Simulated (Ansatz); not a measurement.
## Ta (Im-3m, 1 atom in the cell): converging a phonon calculation

Wanted: convergence of the phonons of Ta (Im-3m, 1 atom in the cell) against cost.

Calculated with Ansatz 0.2.0; DFT PBEsol, scalar-relativistic, plane waves, PAW.

This is a report of a sequence of runs, with most program output left out.

**1. Starting point**

The structure is cubic, space group Im-3m (No. 229). Conventional cell: a = 3.281 Å, b = 3.281 Å, c = 3.281 Å, α = 90.00°, β = 90.00°, γ = 90.00°. Nearest to Ta lie 8 Ta at 2.84 Å.

**2. Tight relaxation**

Phonons need a cell at rest on their own settings, so the relaxation is repeated with tight tolerances on forces and stress, using the mesh and the filling of the phonon run that follows.

File input.yaml:

```yaml
crystal:
  lattice:
    - [-1.6402597623, 1.6402597623, 1.6402597623]
    - [1.6402597623, -1.6402597623, 1.6402597623]
    - [1.6402597623, 1.6402597623, -1.6402597623]
  atoms:
    - { symbol: Ta, position: [0.0, 0.0, 0.0] }
kpoints:
  mp_grid: { grid: [20, 20, 20] }
hamiltonian:
  xc: pbesol
scf:
  occupations: { method: methfessel_paxton, width: 0.2 }
output:
  forces: true
  stress: true
  eigenvalues: true
relax:
  adjacent_minimum: "off"
  f_tol: 0.001
  max_steps: 60
  cell: { stress_tol: 0.01 }
```

Launch:

```sh
ansatz run input.yaml --threads 4 --pin off --max-ram 7168MiB --backend cpu --events-out ev --progress --plain --runs-dir out
```

Elapsed: 3.5 s, on 4 threads of Arm Neoverse V1, shared host; peak memory 0.35 GiB.

Little changed from the start: no atom moved by 0.005 Å and no cell edge by 0.1 %.

Numbers from this step:

| Property | Result |
| --- | --- |
| pressure | -2.71e-4 GPa |
| volume per atom | 17.67 Å³ |
| gap on the k-mesh | 0 eV |

The forces vanish by symmetry and the pressure is 0.000 GPa, within the tolerances set. The cell now holds 17.67 Å³/atom.

**3. Response at finite wavevector**

Stability and thermal properties need the whole zone. Linear response on a 4×4×4 q mesh gives force constants as far as a supercell of that size would.

File input.yaml:

```yaml
crystal:
  lattice:
    - [-1.6408842579, 1.6408842579, 1.6408842579]
    - [1.6408842579, -1.6408842579, 1.6408842579]
    - [1.6408842579, 1.6408842579, -1.6408842579]
  atoms:
    - { symbol: Ta, position: [0.0, 0.0, 0.0] }
kpoints:
  mp_grid: { grid: [20, 20, 20] }
hamiltonian:
  xc: pbesol
scf:
  occupations: { method: methfessel_paxton, width: 0.2 }
output:
  eigenvalues: true
phonons:
  method: dfpt
  qmesh: [4, 4, 4]
  temperatures: { t_max: 1000, t_step: 50 }
  qpath:
    path:
      - [[0.0, 0.0, 0.0], [0.5, -0.5, 0.5], [0.0, 0.0, 0.5], [0.0, 0.0, 0.0], [0.25, 0.25, 0.25], [0.5, -0.5, 0.5]]
      - [[0.25, 0.25, 0.25], [0.0, 0.0, 0.5]]
    npoints: 10
```

Run time: 2.2 min. Hardware: 4 threads; peak memory 3.5 GiB; 8.2 min of CPU time.

Numbers from this step:

```
sum-rule residual before enforcement                    : 6.13e-5 eV/Å²
lowest frequency on the path                            : 0 cm⁻¹
highest frequency on the path or at a solved wavevector : 167.5 cm⁻¹
mean frequency                                          : 115 cm⁻¹
Debye temperature (second moment)                       : 222 K
logarithmic mean frequency                              : 109.3 cm⁻¹
lowest mode on the q mesh (acoustic modes at Γ apart)   : 61.81 cm⁻¹
zero-point energy per atom                              : 21.38 meV
heat capacity at 300 K                                  : 24.27 J/(mol atoms K)
vibrational entropy at 300 K                            : 41.40 J/(mol atoms K)
```

Frequencies (cm⁻¹) solved at each irreducible wavevector; negative means imaginary. Frequencies by wavevector, by row:

| q in reciprocal lattice units | star | mode 1 | mode 2 | mode 3 |
| --- | --- | --- | --- | --- |
| 0 0 0 | 1 | 0 | 0 | 0 |
| 0 0 0.25 | 12 | 61.8 | 78.8 | 116.2 |
| 0 0 -0.5 | 6 | 92.5 | 136.9 | 147.5 |
| 0 0.25 0.25 | 24 | 93.8 | 103.9 | 151.4 |
| 0.25 0.25 0.25 | 2 | 128.2 | 128.2 | 128.2 |
| 0.25 0.25 -0.25 | 6 | 107.5 | 107.5 | 145.8 |
| 0.25 -0.5 -0.5 | 12 | 107.6 | 144.7 | 156.9 |
| -0.5 -0.5 -0.5 | 1 | 167.5 | 167.5 | 167.5 |

Interpolated from a 4×4×4 q mesh. Phonon branches along the path, in cm⁻¹:

| point | branch 1 | branch 2 | branch 3 |
| --- | --- | --- | --- |
| Γ | 0 | 0 | 0 |
| halfway | 108 | 108 | 146 |
| H | 168 | 168 | 168 |
| halfway | 108 | 145 | 157 |
| N | 92 | 137 | 148 |
| halfway | 62 | 79 | 116 |
| Γ | 0 | 0 | 0 |
| halfway | 63 | 63 | 143 |
| P | 128 | 128 | 128 |
| halfway | 101 | 140 | 140 |
| H | 168 | 168 | 168 |
| jump to P | 128 | 128 | 128 |
| halfway | 98 | 127 | 143 |
| N | 92 | 137 | 148 |

Symmetry leaves 8 wavevectors to solve. The lowest mode among them, the acoustic zeros apart, lies at q = (0, 0, 0.25) and is real, 61.8 cm⁻¹.

**4. Another q mesh, q mesh 2×2×2**

The q mesh is changed to 2×2×2, to see how far the force constants must reach.

Changes to input.yaml since step 3:

```diff
@@ -17,3 +17,3 @@
   method: dfpt
-  qmesh: [4, 4, 4]
+  qmesh: [2, 2, 2]
   temperatures: { t_max: 1000, t_step: 50 }
```

It took 21 s on 4 threads; peak memory 1.2 GiB.

This step gave:

```yaml
mean_frequency: 122.6 cm⁻¹
lowest_mode_on_the_q_mesh_acoustic_modes_at_gamma_apart: 92.55 cm⁻¹
```

Frequencies (cm⁻¹) solved at each irreducible wavevector; negative means imaginary. Frequencies by wavevector, by row:

| q in reciprocal lattice units | star | mode 1 | mode 2 | mode 3 |
| --- | --- | --- | --- | --- |
| 0 0 0 | 1 | 0 | 0 | 0 |
| 0 0 -0.5 | 6 | 92.5 | 136.9 | 147.5 |
| -0.5 -0.5 -0.5 | 1 | 167.5 | 167.5 | 167.5 |

Interpolated from a 2×2×2 q mesh, rough between the solved points. Phonon branches along the path, in cm⁻¹:

| point | branch 1 | branch 2 | branch 3 |
| --- | --- | --- | --- |
| Γ | 0 | 0 | 0 |
| halfway | 99 | 134 | 134 |
| H | 168 | 168 | 168 |
| halfway | 135 | 153 | 158 |
| N | 92 | 137 | 148 |
| halfway | 65 | 97 | 104 |
| Γ | 0 | 0 | 0 |
| halfway | 95 | 95 | 120 |
| P | 132 | 132 | 132 |
| halfway | 131 | 150 | 150 |
| H | 168 | 168 | 168 |
| jump to P | 132 | 132 | 132 |
| halfway | 110 | 138 | 140 |
| N | 92 | 137 | 148 |

The mean frequency is 122.6 cm⁻¹, +7.6 cm⁻¹ against the base run.

On this path the spectrum ends at 168 cm⁻¹ (at H). No branch goes imaginary on this path.

**5. Another q mesh, k-mesh 21×21×21, q mesh 3×3×3**

The q mesh is changed to 3×3×3, to see how far the force constants must reach; the k mesh is 21×21×21, against 20×20×20 in the base run, so that the q mesh divides it.

Changes to input.yaml since step 4:

```diff
@@ -8,3 +8,3 @@
 kpoints:
-  mp_grid: { grid: [20, 20, 20] }
+  mp_grid: { grid: [21, 21, 21] }
 hamiltonian:
@@ -17,3 +17,3 @@
   method: dfpt
-  qmesh: [2, 2, 2]
+  qmesh: [3, 3, 3]
   temperatures: { t_max: 1000, t_step: 50 }
```

It took 68 s on 4 threads; peak memory 2.2 GiB.

The mean frequency is 115.3 cm⁻¹, +0.3 cm⁻¹ against the base run, whose k mesh differs too.

**6. Another q mesh, k-mesh 24×24×24, q mesh 6×6×6**

The q mesh is changed to 6×6×6, to see how far the force constants must reach; the k mesh is 24×24×24, against 20×20×20 in the base run, so that the q mesh divides it.

Changes to input.yaml since step 5:

```diff
@@ -8,3 +8,3 @@
 kpoints:
-  mp_grid: { grid: [21, 21, 21] }
+  mp_grid: { grid: [24, 24, 24] }
 hamiltonian:
@@ -17,3 +17,3 @@
   method: dfpt
-  qmesh: [3, 3, 3]
+  qmesh: [6, 6, 6]
   temperatures: { t_max: 1000, t_step: 50 }
```

Elapsed: 15 min, on 4 threads; peak memory 4.4 GiB.

Frequencies (cm⁻¹) solved at each irreducible wavevector; negative means imaginary. Frequencies by wavevector, by row:

| q in reciprocal lattice units | star | mode 1 | mode 2 | mode 3 |
| --- | --- | --- | --- | --- |
| 0 0 0 | 1 | 0 | 0 | 0 |
| 0 0 0.1667 | 12 | 41 | 50.7 | 89 |
| 0 0 0.3333 | 12 | 81.5 | 110.5 | 129.1 |
| 0 0 -0.5 | 6 | 93.7 | 141.5 | 147.8 |
| 0 0.1667 0.1667 | 24 | 64.7 | 76 | 130.1 |
| 0 0.1667 0.3333 | 48 | 95 | 115.8 | 149.1 |
| 0 0.3333 0.3333 | 8 | 80.9 | 129.5 | 129.5 |
| 0.1667 0.1667 0.1667 | 8 | 91.7 | 91.7 | 148.1 |
| 0.1667 0.1667 0.3333 | 12 | 113.2 | 119.7 | 140.1 |
| 0.1667 0.1667 -0.1667 | 6 | 63.7 | 63.7 | 115 |
| 0.1667 0.3333 -0.3333 | 24 | 102.6 | 117.1 | 143.6 |
| 0.1667 -0.5 -0.5 | 12 | 100.8 | 141.5 | 151.5 |
| 0.1667 -0.5 -0.3333 | 24 | 111 | 139.1 | 146.8 |
| 0.3333 0.3333 -0.3333 | 6 | 142.1 | 146.5 | 146.5 |
| 0.3333 -0.5 -0.5 | 12 | 143.8 | 157.9 | 162.5 |
| -0.5 -0.5 -0.5 | 1 | 168.1 | 168.1 | 168.1 |

The mean frequency is 115.9 cm⁻¹, +0.9 cm⁻¹ against the base run, whose k mesh differs too.

**7. Comparing the runs**

Times are for 4 threads of Arm Neoverse V1, shared host. The runs compared:

| no. | q mesh | k-mesh | mean frequency (cm⁻¹) | lowest frequency on the path (cm⁻¹) | time | memory (GiB) |
| --- | --- | --- | --- | --- | --- | --- |
| 1 | 2×2×2 | 20×20×20 | 122.6 | 0 | 21 s | 1.2 |
| 2 | 3×3×3 | 21×21×21 | 115.3 | 0 | 68 s | 2.2 |
| 3 | 6×6×6 | 24×24×24 | 115.9 | 0 | 15 min | 4.4 |

The runs together. Phonon density of states against wavenumber; read off at these points; values in 1/cm⁻¹/cell:

| wavenumber (cm⁻¹) | 2×2×2, 20×20×20 | 3×3×3, 21×21×21 | 6×6×6, 24×24×24 |
| --- | --- | --- | --- |
| 10.0 | 9.0e-5 | 4.0e-5 | 1.1e-4 |
| 20.0 | 4.7e-4 | 2.7e-4 | 6.0e-4 |
| 30.0 | 0.00111 | 6.4e-4 | 0.00162 |
| 40.0 | 0.00201 | 0.00125 | 0.00349 |
| 50.0 | 0.00326 | 0.00217 | 0.00611 |
| 60.0 | 0.00499 | 0.00358 | 0.00826 |
| 70.0 | 0.00736 | 0.00608 | 0.0102 |
| 80.0 | 0.0109 | 0.0341 | 0.0137 |
| 83.0 | 0.0123 | 0.0612 | 0.0167 |
| 90.0 | 0.0175 | 0.0261 | 0.0280 |
| 95.0 | 0.0235 | 0.0254 | 0.0627 |
| 100.0 | 0.025 | 0.0265 | 0.0312 |
| 110.0 | 0.0287 | 0.0314 | 0.0234 |
| 120.0 | 0.0320 | 0.0411 | 0.0276 |
| 123.0 | 0.0302 | 0.0447 | 0.0277 |
| 130.0 | 0.0362 | 0.0391 | 0.0235 |
| 140.0 | 0.0781 | 0.0378 | 0.0502 |
| 147.0 | 0.0525 | 0.0374 | 0.0975 |
| 150.0 | 0.0384 | 0.0322 | 0.0427 |
| 160.0 | 0.0183 | - | 0.0106 |

The runs together, line C_V. Table of C_V by temperature; values in J/mol-atom/K:

| temperature (K) | 2×2×2, 20×20×20 | 3×3×3, 21×21×21 | 6×6×6, 24×24×24 |
| --- | --- | --- | --- |
| 0 | 0 | 0 | 0 |
| 50 | 10.0 | 11.0 | 11.0 |
| 100 | 19.2 | 19.8 | 19.7 |
| 150 | 22.2 | 22.5 | 22.4 |
| 200 | 23.3 | 23.5 | 23.5 |
| 250 | 23.9 | 24.0 | 24.0 |
| 300 | 24.2 | 24.3 | 24.3 |
| 350 | 24.4 | 24.5 | 24.4 |
| 400 | 24.5 | 24.6 | 24.6 |
| 450 | 24.6 | 24.6 | 24.6 |
| 500 | 24.7 | 24.7 | 24.7 |
| 550 | 24.7 | 24.7 | 24.7 |
| 600 | 24.8 | 24.8 | 24.8 |
| 650 | 24.8 | 24.8 | 24.8 |
| 700 | 24.8 | 24.8 | 24.8 |
| 750 | 24.8 | 24.8 | 24.8 |
| 800 | 24.8 | 24.8 | 24.8 |
| 850 | 24.8 | 24.9 | 24.9 |
| 900 | 24.9 | 24.9 | 24.9 |
| 950 | 24.9 | 24.9 | 24.9 |
| 1000 | 24.9 | 24.9 | 24.9 |

**8. Another k mesh, k-mesh 6×6×6, q mesh 2×2×2**

The k mesh is changed to 6×6×6 on a small fixed q mesh, to find the coarsest that serves.

Changes to input.yaml since step 6:

```diff
@@ -8,3 +8,3 @@
 kpoints:
-  mp_grid: { grid: [24, 24, 24] }
+  mp_grid: { grid: [6, 6, 6] }
 hamiltonian:
@@ -17,3 +17,3 @@
   method: dfpt
-  qmesh: [6, 6, 6]
+  qmesh: [2, 2, 2]
   temperatures: { t_max: 1000, t_step: 50 }
```

Elapsed: 1.5 s, on 4 threads; peak memory 0.34 GiB.

The run finished; it serves as a test, and its numbers are not taken as the result.

**9. Another k mesh, k-mesh 10×10×10, q mesh 2×2×2**

The k mesh is changed to 10×10×10 on a small fixed q mesh, to find the coarsest that serves.

Changes to input.yaml since step 8:

```diff
@@ -8,3 +8,3 @@
 kpoints:
-  mp_grid: { grid: [6, 6, 6] }
+  mp_grid: { grid: [10, 10, 10] }
 hamiltonian:
```

It took 3.6 s on 4 threads; peak memory 0.41 GiB; 12 s of CPU time.

The run finished; it serves as a test, and its numbers are not taken as the result.

**10. Another k mesh, k-mesh 16×16×16, q mesh 2×2×2**

The k mesh is changed to 16×16×16 on a small fixed q mesh, to find the coarsest that serves.

Changes to input.yaml since step 9:

```diff
@@ -8,3 +8,3 @@
 kpoints:
-  mp_grid: { grid: [10, 10, 10] }
+  mp_grid: { grid: [16, 16, 16] }
 hamiltonian:
```

It took 11 s on 4 threads; peak memory 0.74 GiB.

Frequencies (cm⁻¹) solved at each irreducible wavevector; negative means imaginary. Frequencies by wavevector, by row:

| q in reciprocal lattice units | star | mode 1 | mode 2 | mode 3 |
| --- | --- | --- | --- | --- |
| 0 0 0 | 1 | 0 | 0 | 0 |
| 0 0 -0.5 | 6 | 90.7 | 134.5 | 143.8 |
| -0.5 -0.5 -0.5 | 1 | 162.4 | 162.4 | 162.4 |

Against step 4 (now k-mesh 16×16×16), the highest frequency on the path or at a solved wavevector goes from 168 to 162 cm⁻¹ (-3 %) and the mean frequency goes from 123 cm⁻¹ to 120 cm⁻¹.

**11. Another k mesh, q mesh 2×2×2**

The k mesh is changed to 20×20×20 on a small fixed q mesh, to find the coarsest that serves.

Changes to input.yaml since step 10:

```diff
@@ -8,3 +8,3 @@
 kpoints:
-  mp_grid: { grid: [16, 16, 16] }
+  mp_grid: { grid: [20, 20, 20] }
 hamiltonian:
```

Wall time 20 s (4 threads); peak memory 1.2 GiB.

Against step 10 (now k-mesh 20×20×20), the highest frequency on the path or at a solved wavevector goes from 162 cm⁻¹ to 168 cm⁻¹ and the mean frequency goes from 120 cm⁻¹ to 123 cm⁻¹.

**12. Another k mesh, k-mesh 30×30×30, q mesh 2×2×2**

The k mesh is changed to 30×30×30 on a small fixed q mesh, to find the coarsest that serves.

Changes to input.yaml since step 11:

```diff
@@ -8,3 +8,3 @@
 kpoints:
-  mp_grid: { grid: [20, 20, 20] }
+  mp_grid: { grid: [30, 30, 30] }
 hamiltonian:
```

Elapsed: 66 s, on 4 threads; peak memory 3.1 GiB; 4 min of CPU time.

Frequencies (cm⁻¹) solved at each irreducible wavevector; negative means imaginary. Frequencies by wavevector, by row:

| q in reciprocal lattice units | star | mode 1 | mode 2 | mode 3 |
| --- | --- | --- | --- | --- |
| 0 0 0 | 1 | 0 | 0 | 0 |
| 0 0 -0.5 | 6 | 93.5 | 139.8 | 147.4 |
| -0.5 -0.5 -0.5 | 1 | 168.2 | 168.2 | 168.2 |

Against step 4 (now k-mesh 30×30×30), the highest frequency on the path or at a solved wavevector stays at 168 cm⁻¹.

**13. The series together**

Times are for 4 threads of Arm Neoverse V1, shared host. Results by setting:

| no. | k-mesh | lowest mode on the q mesh (acoustic modes at Γ apart) (cm⁻¹) | highest frequency on the path or at a solved wavevector (cm⁻¹) | time | memory (GiB) |
| --- | --- | --- | --- | --- | --- |
| 1 | 16×16×16 | 90.73 | 162.4 | 11 s | 0.74 |
| 2 | 20×20×20 | 92.55 | 167.5 | 20 s | 1.2 |
| 3 | 30×30×30 | 93.46 | 168.2 | 66 s | 3.1 |

(Part 1 of 2 ends here.)

[Logs are printed without paths, hosts, clocks, repeated set-up lines and the standing remarks that a program may print on its own settings, such as how far it seeks lower states.]

[Hosts, paths, dates, database ids (printed as entryN), source tags and the programs' standing remarks are cut or masked in the printed files.]
